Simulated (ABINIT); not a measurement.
# CsCdCl3 (Pm-3m): G0W0 with ABINIT, start to end, part 2 of 3

How does a plane-wave GW calculation on CsCdCl3 (Pm-3m) run from the first input to the gap?

ABINIT 10.8.3; LDA and many-body steps on it, plane waves. Known limits of the many-body steps: not at the basis limit; d shell near the gap, gap tends to lie low; no spin-orbit coupling; coarse k mesh.

So far. Step 2 (Ground state): The gap is indirect, with the least direct gap 0.58 eV higher.

The database entry behind the starting cell is an old determination (1928), so it need not match the best structure at ambient conditions.

## Step 3: Bands along the symmetry lines

Level of this step: DFT, LDA, plane waves, norm-conserving pseudopotentials (ABINIT).

The cheap functional maps the bands first; the places of the edges decide which points the dearer methods must see.

Input file run.abi:

```
acell 3*1.0 Angstrom
rprim 
  5.200000000000 0.000000000000 0.000000000000
  0.000000000000 5.200000000000 0.000000000000
  0.000000000000 0.000000000000 5.200000000000
ntypat 3
znucl 55 48 17
natom 5
typat 1 2 3 3 3
xred 
  0.000000000000 0.000000000000 0.000000000000
  0.500000000000 0.500000000000 0.500000000000
  0.000000000000 0.500000000000 0.500000000000
  0.500000000000 0.000000000000 0.500000000000
  0.500000000000 0.500000000000 0.000000000000
pp_dirpath "pseudos"
pseudos "Cs.upf, Cd.upf, Cl.upf"
ecut 47
iscf -2
irdden 1
kptopt 0
nkpt 50
kpt 
  0.00000000 0.00000000 0.00000000
  0.00000000 0.06250000 0.00000000
  0.00000000 0.12500000 0.00000000
  0.00000000 0.18750000 0.00000000
  0.00000000 0.25000000 0.00000000
  0.00000000 0.31250000 0.00000000
  0.00000000 0.37500000 0.00000000
  0.00000000 0.43750000 0.00000000
  0.00000000 0.50000000 0.00000000
  0.06250000 0.50000000 0.00000000
  0.12500000 0.50000000 0.00000000
  0.18750000 0.50000000 0.00000000
  0.25000000 0.50000000 0.00000000
  0.31250000 0.50000000 0.00000000
  0.37500000 0.50000000 0.00000000
  0.43750000 0.50000000 0.00000000
  0.50000000 0.50000000 0.00000000
  0.43750000 0.43750000 0.00000000
  0.37500000 0.37500000 0.00000000
  0.31250000 0.31250000 0.00000000
  0.25000000 0.25000000 0.00000000
  0.18750000 0.18750000 0.00000000
  0.12500000 0.12500000 0.00000000
  0.06250000 0.06250000 0.00000000
  0.00000000 0.00000000 0.00000000
  0.06250000 0.06250000 0.06250000
  0.12500000 0.12500000 0.12500000
  0.18750000 0.18750000 0.18750000
  0.25000000 0.25000000 0.25000000
  0.31250000 0.31250000 0.31250000
  0.37500000 0.37500000 0.37500000
  0.43750000 0.43750000 0.43750000
  0.50000000 0.50000000 0.50000000
  0.43750000 0.50000000 0.43750000
  0.37500000 0.50000000 0.37500000
  0.31250000 0.50000000 0.31250000
  0.25000000 0.50000000 0.25000000
  0.18750000 0.50000000 0.18750000
  0.12500000 0.50000000 0.12500000
  0.06250000 0.50000000 0.06250000
  0.00000000 0.50000000 0.00000000
  0.50000000 0.50000000 0.50000000
  0.50000000 0.50000000 0.43750000
  0.50000000 0.50000000 0.37500000
  0.50000000 0.50000000 0.31250000
  0.50000000 0.50000000 0.25000000
  0.50000000 0.50000000 0.18750000
  0.50000000 0.50000000 0.12500000
  0.50000000 0.50000000 0.06250000
  0.50000000 0.50000000 0.00000000
istwfk *1
nband 32
nbdbuf 2
tolwfr 1e-08
nstep 40
prtwf 0
prtvol 0
indata_prefix "in"
outdata_prefix "out"
tmpdata_prefix "tmp"
```

Started as:

```
OMP_NUM_THREADS=1 mpirun -n 4 abinit run.abi > log
```

Numbers of over 12 decimals in the logs are rounded to 6 here.

The program printed:

```text
.Version 10.8.3 of ABINIT. v10.8.2 released Aug 2026.

 Symmetries : space group Pm -3 m (#221); Bravais cP (primitive cubic)
[... echo of the input left out ...]
== DATASET  1 ==================================================================
-   mpi_nproc: 4, omp_nthreads: 1 (-1 if OMP is not activated)

--- !DatasetInfo
iteration_state: {dtset: 1, }
dimensions: {natom: 5, nkpt: 50, mband: 32, nsppol: 1, nspinor: 1, nspden: 1, mpw: 14656, }
cutoff_energies: {ecut:  47.0, pawecutdg:  -1.0, }
electrons: {nelect:   5.00000000E+01, charge:   0.00000000E+00, occopt:   1.00000000E+00, tsmear:   1.00000000E-02, }

 Real(R)+Recip(G) space primitive vectors, cartesian coordinates (Bohr,Bohr^-1):
 R(1)=  9.8265759  0.0000000  0.0000000  G(1)=  0.1017648  0.0000000  0.0000000
 R(2)=  0.0000000  9.8265759  0.0000000  G(2)=  0.0000000  0.1017648  0.0000000
 R(3)=  0.0000000  0.0000000  9.8265759  G(3)=  0.0000000  0.0000000  0.1017648
 Unit cell volume ucvol=  9.4886982E+02 bohr^3
 Angles (23,13,12)=  9.00000000E+01  9.00000000E+01  9.00000000E+01 degrees

 getcut: wavevector=  0.0000  0.0000  0.0000  ngfft=  64  64  64
         ecut(hartree)=     47.000   => boxcut(ratio)=   2.11039

--- Pseudopotential description ------------------------------------------------
- Cs Generated using ONCVPSP code by D. R. Hamann
- 55.00000   9.00000  201201                  znucl, zion, pspdat
12 -1012 3 -1 2328                            pspcod,pspxc,lmax,lloc,mmax
     nproj     2     2     2     2
  pspatm : epsatm=   21.68725381
         --- l  ekb(1:nproj) -->
             0    6.247599    0.778427
             1    6.343167    0.797067
             2    3.778962    0.917083
[...]
pspatm: atomic psp has been read  and splines computed

- Cd Generated using ONCVPSP code by D. R. Hamann
- 48.00000  20.00000  180309                  znucl, zion, pspdat
12 -1012 2 -1 1336                            pspcod,pspxc,lmax,lloc,mmax
     nproj     2     2     2     0
  pspatm : epsatm=   23.37058476
         --- l  ekb(1:nproj) -->
[...]
pspatm: atomic psp has been read  and splines computed

- Cl Generated using ONCVPSP code by D. R. Hamann
- 17.00000   7.00000  180309                  znucl, zion, pspdat
12 -1012 2 -1 1016                            pspcod,pspxc,lmax,lloc,mmax
     nproj     2     2     2     0
  pspatm : epsatm=    8.88507506
         --- l  ekb(1:nproj) -->
[...]
pspatm: atomic psp has been read  and splines computed

--------------------------------------------------------------------------------

================================================================================
 prteigrs : about to open file out_EIG
 Non-SCF case, kpt    1 (  0.00000  0.00000  0.00000), residuals and eigenvalues=
  3.58E-09  3.23E-09  5.39E-09  8.33E-09  5.93E-09  4.51E-09  5.54E-09  8.00E-09
[...]
Non-SCF case, kpt   49 (  0.50000  0.50000  0.06250), residuals and eigenvalues=
[...]
3.8041E-01  3.8459E-01
 Non-SCF case, kpt   50 (  0.50000  0.50000  0.00000), residuals and eigenvalues=
[...]
-7.8927E-03  2.0998E-02  2.0998E-02  2.2712E-02  2.2712E-02  5.1255E-02
  6.1435E-02  2.8349E-01  3.1982E-01  3.1982E-01  3.4350E-01  3.5923E-01
  3.8257E-01  3.8534E-01

--- !ResultsGS
iteration_state: {dtset: 1, }
comment   : Summary of ground state results
lattice_vectors:
- [  9.8265759,   0.0000000,   0.0000000, ]
- [  0.0000000,   9.8265759,   0.0000000, ]
- [  0.0000000,   0.0000000,   9.8265759, ]
lattice_lengths: [   9.82658,    9.82658,    9.82658, ]
lattice_angles: [ 90.000,  90.000,  90.000, ] # degrees, (23, 13, 12)
lattice_volume:   9.4886982E+02
convergence: {deltae:  0.000E+00, res2:  0.000E+00, residm:  9.989E-09, diffor:  0.000E+00, }
etotal    :  -2.48198718E+02
entropy   :   0.00000000E+00
fermie    :   6.17707458E-02
cartesian_stress_tensor: null
pressure_GPa: null
xred      :
- [  0.0000E+00,   0.0000E+00,   0.0000E+00, Cs]
- [  5.0000E-01,   5.0000E-01,   5.0000E-01, Cd]
- [  0.0000E+00,   5.0000E-01,   5.0000E-01, Cl]
- [  5.0000E-01,   0.0000E+00,   5.0000E-01, Cl]
- [  5.0000E-01,   5.0000E-01,   0.0000E+00, Cl]
cartesian_forces: null
force_length_stats: {min: null, max: null, mean: null, }

 Integrated electronic density in atomic spheres:
 ------------------------------------------------
 Atom  Sphere_radius  Integrated_density
[...]
================================================================================

 ----iterations are completed or convergence reached----

 Mean square residual over all n,k,spin=   66.039E-10; max=  99.886E-10
 reduced coordinates (array xred) for    5 atoms
[...]
0.500000000000      0.000000000000      0.500000000000
       0.500000000000      0.500000000000      0.000000000000

 cartesian coordinates (angstrom) at end:
    1      0.000000     0.000000     0.000000
    2      2.600000     2.600000     2.600000
    3      0.000000     2.600000     2.600000
    4      2.600000     0.000000     2.600000
    5      2.600000     2.600000     0.000000
 length scales=  1.889726125908  1.889726125908  1.889726125908 bohr
              =  1.000000000000  1.000000000000  1.000000000000 angstroms
 prteigrs : about to open file out_EIG
 Eigenvalues (hartree) for nkpt=  50  k points:
 kpt#   1, nband= 32, wtk=  1.00000, kpt=  0.0000  0.0000  0.0000 (reduced coord)
[...]
kpt#   2, nband= 32, wtk=  1.00000, kpt=  0.0000  0.0625  0.0000 (reduced coord)
[...]
kpt#   3, nband= 32, wtk=  1.00000, kpt=  0.0000  0.1250  0.0000 (reduced coord)
[...]
kpt#  49, nband= 32, wtk=  1.00000, kpt=  0.5000  0.5000  0.0625 (reduced coord)
[...]
kpt#  50, nband= 32, wtk=  1.00000, kpt=  0.5000  0.5000  0.0000 (reduced coord)
[...]
-0.07607   -0.03226   -0.00789    0.02100    0.02100    0.02271    0.02271    0.05125
   0.06144    0.28349    0.31982    0.31982    0.34350    0.35923    0.38257    0.38534

== END DATASET(S) ==============================================================
================================================================================

 -outvars: echo values of variables after computation  --------
            nband          32
             nkpt          50
          spgroup         221
 [... the other variables as echoed above ...]

 Calculation completed.
```

Wall time 3.8 min (4 MPI ranks of Arm Neoverse V1, shared host); peak memory 0.72 GiB; 15 min of CPU time.

This step gave:

| Property | Result |
| --- | --- |
| gap | 1.511 eV |
| k of the valence top | 0.5, 0.5, 0.5 |
| k of the conduction bottom | 0, 0, 0 |
| least direct gap | 2.094 eV |

The gap is 1.511 eV, as in the run before at this level.

Electronic bands along the path, in eV, zero at the top of the highest filled band:

| point | band 22 | band 23 | band 24 | band 25 | band 26 | band 27 | band 28 | band 29 |
| --- | --- | --- | --- | --- | --- | --- | --- | --- |
| Γ | -0.91 | -0.58 | -0.58 | -0.58 | 1.51 | 5.56 | 5.90 | 5.90 |
| halfway | -0.95 | -0.95 | -0.68 | -0.68 | 2.71 | 6.23 | 6.48 | 6.57 |
| X | -0.90 | -0.90 | -0.85 | -0.85 | 4.25 | 6.93 | 7.24 | 7.75 |
| halfway | -1.01 | -0.97 | -0.54 | -0.53 | 4.75 | 7.31 | 7.64 | 7.82 |
| M | -1.06 | -1.06 | -0.29 | -0.01 | 6.03 | 7.02 | 7.02 | 7.67 |
| halfway | -1.01 | -0.79 | -0.79 | -0.41 | 3.43 | 6.79 | 6.83 | 7.05 |
| Γ | -0.91 | -0.58 | -0.58 | -0.58 | 1.51 | 5.56 | 5.90 | 5.90 |
| halfway | -1.22 | -0.61 | -0.46 | -0.46 | 3.93 | 6.89 | 7.06 | 7.06 |
| R | -0.27 | -0.27 | 0.00 | 0.00 | 5.65 | 5.65 | 5.65 | 7.25 |
| halfway | -0.64 | -0.57 | -0.54 | -0.49 | 5.05 | 6.69 | 7.29 | 7.51 |
| X | -0.90 | -0.90 | -0.85 | -0.85 | 4.25 | 6.93 | 7.24 | 7.75 |
| jump to R | -0.27 | -0.27 | 0.00 | 0.00 | 5.65 | 5.65 | 5.65 | 7.25 |
| halfway | -0.59 | -0.59 | -0.28 | 0.00 | 5.99 | 6.26 | 6.26 | 7.22 |
| M | -1.06 | -1.06 | -0.29 | -0.01 | 6.03 | 7.02 | 7.02 | 7.67 |

## Step 4: Empty states on the mesh, 2×2×2 mesh, 214 bands

The sums over transitions need many empty states on a uniform mesh; this step solves for them.

Input file run.abi:

```
acell 3*1.0 Angstrom
rprim 
  5.200000000000 0.000000000000 0.000000000000
  0.000000000000 5.200000000000 0.000000000000
  0.000000000000 0.000000000000 5.200000000000
ntypat 3
znucl 55 48 17
natom 5
typat 1 2 3 3 3
xred 
  0.000000000000 0.000000000000 0.000000000000
  0.500000000000 0.500000000000 0.500000000000
  0.000000000000 0.500000000000 0.500000000000
  0.500000000000 0.000000000000 0.500000000000
  0.500000000000 0.500000000000 0.000000000000
pp_dirpath "pseudos"
pseudos "Cs.upf, Cd.upf, Cl.upf"
ecut 47
ngkpt 2 2 2
nshiftk 1
shiftk 0 0 0
kptopt 1
chksymbreak 0
iscf -2
irdden 1
istwfk *1
nband 214
nbdbuf 18
tolwfr 1e-09
nstep 60
prtvol 0
indata_prefix "in"
outdata_prefix "out"
tmpdata_prefix "tmp"
```

The program printed:

```text
.Version 10.8.3 of ABINIT. v10.8.2 released Aug 2026.

 Symmetries : space group Pm -3 m (#221); Bravais cP (primitive cubic)
[... echo of the input left out ...]
== DATASET  1 ==================================================================
-   mpi_nproc: 4, omp_nthreads: 1 (-1 if OMP is not activated)

--- !DatasetInfo
iteration_state: {dtset: 1, }
dimensions: {natom: 5, nkpt: 4, mband: 214, nsppol: 1, nspinor: 1, nspden: 1, mpw: 14604, }
cutoff_energies: {ecut:  47.0, pawecutdg:  -1.0, }
electrons: {nelect:   5.00000000E+01, charge:   0.00000000E+00, occopt:   1.00000000E+00, tsmear:   1.00000000E-02, }

 Real(R)+Recip(G) space primitive vectors, cartesian coordinates (Bohr,Bohr^-1):
 R(1)=  9.8265759  0.0000000  0.0000000  G(1)=  0.1017648  0.0000000  0.0000000
 R(2)=  0.0000000  9.8265759  0.0000000  G(2)=  0.0000000  0.1017648  0.0000000
 R(3)=  0.0000000  0.0000000  9.8265759  G(3)=  0.0000000  0.0000000  0.1017648
 Unit cell volume ucvol=  9.4886982E+02 bohr^3
 Angles (23,13,12)=  9.00000000E+01  9.00000000E+01  9.00000000E+01 degrees

 getcut: wavevector=  0.0000  0.0000  0.0000  ngfft=  64  64  64
         ecut(hartree)=     47.000   => boxcut(ratio)=   2.11039

--- Pseudopotential description ------------------------------------------------
- Cs Generated using ONCVPSP code by D. R. Hamann
- 55.00000   9.00000  201201                  znucl, zion, pspdat
12 -1012 3 -1 2328                            pspcod,pspxc,lmax,lloc,mmax
     nproj     2     2     2     2
  pspatm : epsatm=   21.68725381
         --- l  ekb(1:nproj) -->
             0    6.247599    0.778427
             1    6.343167    0.797067
             2    3.778962    0.917083
[...]
pspatm: atomic psp has been read  and splines computed

- Cd Generated using ONCVPSP code by D. R. Hamann
- 48.00000  20.00000  180309                  znucl, zion, pspdat
12 -1012 2 -1 1336                            pspcod,pspxc,lmax,lloc,mmax
     nproj     2     2     2     0
  pspatm : epsatm=   23.37058476
         --- l  ekb(1:nproj) -->
[...]
pspatm: atomic psp has been read  and splines computed

- Cl Generated using ONCVPSP code by D. R. Hamann
- 17.00000   7.00000  180309                  znucl, zion, pspdat
12 -1012 2 -1 1016                            pspcod,pspxc,lmax,lloc,mmax
     nproj     2     2     2     0
  pspatm : epsatm=    8.88507506
         --- l  ekb(1:nproj) -->
[...]
pspatm: atomic psp has been read  and splines computed

--------------------------------------------------------------------------------

================================================================================
 prteigrs : about to open file out_EIG
 Non-SCF case, kpt    1 (  0.00000  0.00000  0.00000), residuals and eigenvalues=
  6.00E-10  1.30E-10  3.41E-10  8.12E-10  7.13E-10  5.48E-10  5.50E-10  9.53E-10
  4.16E-10  6.52E-10  8.60E-10  1.69E-10  7.79E-10  2.62E-10  7.91E-10  5.65E-10
  2.02E-10  3.86E-10  9.36E-10  5.17E-10  5.20E-10  9.53E-10  2.40E-10  5.89E-10
[...]
6.93E-05  8.77E-05  4.85E-05  1.61E-03  6.17E-04  2.17E-04
 -3.6276E+00 -2.2005E+00 -2.2005E+00 -2.2005E+00 -6.3658E-01 -4.3689E-01
 -4.1646E-01 -4.1646E-01 -1.7869E-01 -1.7869E-01 -1.7869E-01 -1.6812E-01
[...]
2.3253E+00  2.3253E+00  2.3724E+00  2.3724E+00  2.3726E+00  2.3775E+00
  2.4017E+00  2.4027E+00  2.4132E+00  2.4236E+00
 prteigrs : prtvol=0 or 1, do not print more k-points.

--- !ResultsGS
iteration_state: {dtset: 1, }
comment   : Summary of ground state results
lattice_vectors:
- [  9.8265759,   0.0000000,   0.0000000, ]
- [  0.0000000,   9.8265759,   0.0000000, ]
- [  0.0000000,   0.0000000,   9.8265759, ]
lattice_lengths: [   9.82658,    9.82658,    9.82658, ]
lattice_angles: [ 90.000,  90.000,  90.000, ] # degrees, (23, 13, 12)
lattice_volume:   9.4886982E+02
convergence: {deltae:  0.000E+00, res2:  0.000E+00, residm:  9.996E-10, diffor:  0.000E+00, }
etotal    :  -2.48198718E+02
entropy   :   0.00000000E+00
fermie    :   6.17707458E-02
cartesian_stress_tensor: null
pressure_GPa: null
xred      :
- [  0.0000E+00,   0.0000E+00,   0.0000E+00, Cs]
- [  5.0000E-01,   5.0000E-01,   5.0000E-01, Cd]
- [  0.0000E+00,   5.0000E-01,   5.0000E-01, Cl]
- [  5.0000E-01,   0.0000E+00,   5.0000E-01, Cl]
- [  5.0000E-01,   5.0000E-01,   0.0000E+00, Cl]
cartesian_forces: null
force_length_stats: {min: null, max: null, mean: null, }

 Integrated electronic density in atomic spheres:
 ------------------------------------------------
 Atom  Sphere_radius  Integrated_density
[...]
================================================================================

 ----iterations are completed or convergence reached----

 Mean square residual over all n,k,spin=   47.868E-11; max=  99.959E-11
 reduced coordinates (array xred) for    5 atoms
[...]
0.500000000000      0.000000000000      0.500000000000
       0.500000000000      0.500000000000      0.000000000000

 cartesian coordinates (angstrom) at end:
    1      0.000000     0.000000     0.000000
    2      2.600000     2.600000     2.600000
    3      0.000000     2.600000     2.600000
    4      2.600000     0.000000     2.600000
    5      2.600000     2.600000     0.000000
 length scales=  1.889726125908  1.889726125908  1.889726125908 bohr
              =  1.000000000000  1.000000000000  1.000000000000 angstroms
 prteigrs : about to open file out_EIG
 Eigenvalues (hartree) for nkpt=   4  k points:
 kpt#   1, nband=214, wtk=  0.12500, kpt=  0.0000  0.0000  0.0000 (reduced coord)
[...]
2.21200    2.21200    2.24023    2.24023    2.25560    2.25560    2.25560    2.26543
   2.30059    2.30059    2.30059    2.32531    2.32531    2.32531    2.37240    2.37243
   2.37263    2.37754    2.40168    2.40274    2.41318    2.42358
 prteigrs : prtvol=0 or 1, do not print more k-points.

== END DATASET(S) ==============================================================
================================================================================

 -outvars: echo values of variables after computation  --------
            nband         214
             nkpt           4
          spgroup         221
 [... the other variables as echoed above ...]

 Calculation completed.
```

Run time: 3.8 min. Hardware: 4 MPI ranks; peak memory 0.58 GiB.

Numbers from this step:

* gap: 1.511 eV
* k of the valence top: 0.5, 0.5, 0.5
* k of the conduction bottom: 0, 0, 0
* least direct gap: 2.094 eV
* k points computed: 4
* lowest point of the top converged band, above the valence top: 59.2789 eV

On this mesh the gap is 1.511 eV.

## Step 5: Screening, 2×2×2 mesh, 196 bands, screening to 130.6 eV

The RPA dielectric matrix is built and inverted for each q.

This step: RPA screening on LDA, plane waves, norm-conserving pseudopotentials.

Edit run.abi of step 4 so:

```diff
@@ -23,10 +23,11 @@
 chksymbreak 0
-iscf -2
-irdden 1
 istwfk *1
-nband 214
-nbdbuf 18
-tolwfr 1e-09
-nstep 60
-prtvol 0
+occopt 1
+irdwfk 1
+optdriver 3
+nband 196
+ecuteps 4.8
+inclvkb 2
+awtr 1
+symchi 1
 indata_prefix "in"
```

The program printed:

```text
.Version 10.8.3 of ABINIT. v10.8.2 released Aug 2026.

 Symmetries : space group Pm -3 m (#221); Bravais cP (primitive cubic)
[... echo of the input left out ...]
== DATASET  1 ==================================================================
-   mpi_nproc: 4, omp_nthreads: 1 (-1 if OMP is not activated)

--- !DatasetInfo
iteration_state: {dtset: 1, }
dimensions: {natom: 5, nkpt: 4, mband: 196, nsppol: 1, nspinor: 1, nspden: 1, mpw: 14604, }
cutoff_energies: {ecut:  47.0, pawecutdg:  -1.0, }
electrons: {nelect:   5.00000000E+01, charge:   0.00000000E+00, occopt:   1.00000000E+00, tsmear:   1.00000000E-02, }

 SCREENING: Calculation of the susceptibility and dielectric matrices

 Based on a program developped by R.W. Godby, V. Olevano, G. Onida, and L. Reining.
 Incorporated in ABINIT by V. Olevano, G.-M. Rignanese, and M. Torrent.
.Using double precision arithmetic ; gwpc =  8

[... cell and pseudopotentials left out ...]
--------------------------------------------------------------------------------

 ==== K-mesh for the wavefunctions ====
 Number of points in the irreducible wedge :     4
[... list of points left out ...]
 Together with 48 symmetry operations and time-reversal symmetry
 yields     8 points in the full Brillouin Zone.

 ==== Q-mesh for the screening function ====
 Number of points in the irreducible wedge :     4
[... list of points left out ...]
 Together with 48 symmetry operations and time-reversal symmetry
 yields     8 points in the full Brillouin Zone.

 setmesh: FFT mesh size selected  =    40x   40x   40
          total number of points  =        64000

 vcoul_init : cutoff-mode = AUXILIARY_FUNCTION
 q-points for optical limit:   1
     1)      0.000010    0.000020    0.000030

- screening: taking advantage of time-reversal symmetry
- Maximum band index for partially occupied states nbvw = 25
- Remaining bands to be divided among processors   nbcw = 171
- Number of bands treated by each node ~42

 Number of electrons calculated from density =   50.0000; Expected =   50.0000
 average of density, n =  0.052694
 r_s =    1.6547
 omega_plasma =   22.1430 [eV]

 calculating chi0 at frequencies [eV] :
  1    0.000000E+00    0.000000E+00
  2    0.000000E+00    2.214304E+01

--------------------------------------------------------------------------------
  q-point number  1        q = ( 0.000000, 0.000000, 0.000000) [r.l.u.]
--------------------------------------------------------------------------------
[... chi0 elements left out ...]
 For q-point:  0.000010 0.000020 0.000030
  dielectric constant =   4.5412
  dielectric constant without local fields =   5.0021

  Average fulfillment of the sum rule on Im[epsilon] for q-point    1 :     64.48  [%]
[... wings left out ...]
  q-point number  2        q = ( 0.500000, 0.000000, 0.000000) [r.l.u.]
--------------------------------------------------------------------------------
[... chi0 elements left out ...]
  Average fulfillment of the sum rule on Im[epsilon] for q-point    2 :     70.03  [%]

 [... 2 further q-points ...]
```

The job ended after 82 s (4 MPI ranks; peak memory 2.3 GiB).

Numbers from this step:

```yaml
eps_infinity_with_local_fields_on_this_mesh_along_the_program_s_q_direction: 4.541
the_same_without_local_fields: 5.002
plasma_frequency: 22.14 eV
plane_waves_in_the_screening_matrix: 461
```

Local fields lower ε∞ by 9 %. On a Γ-centred mesh this coarse the value itself is usually too large, while a short band sum pulls it down.

(Continued in part 3 of 3.)

[Paths, hosts, dates, memory and timing lines, banners, echoed tables and standing remarks are left out of the program output.]

[Logs are printed without paths, hosts, clocks, repeated set-up lines and the standing remarks that a program may print on its own settings, such as how far it seeks lower states.]

[Runs of the session that timed out or met a known fault of the program may be left out.]

[Hosts, paths, dates, database ids (printed as entryN), source tags and the programs' standing remarks are cut or masked in the printed files.]

[G0W0 gaps are taken among the corrected bands and points alone; a level outside them can change the order at an edge.]

[Where Ansatz stands beside ABINIT at settings called matched, ABINIT's density can come from a denser mesh and the files from another edition; pairs whose starting gaps differed by over 0.03 eV were left out, so agreement reads better than it is.]
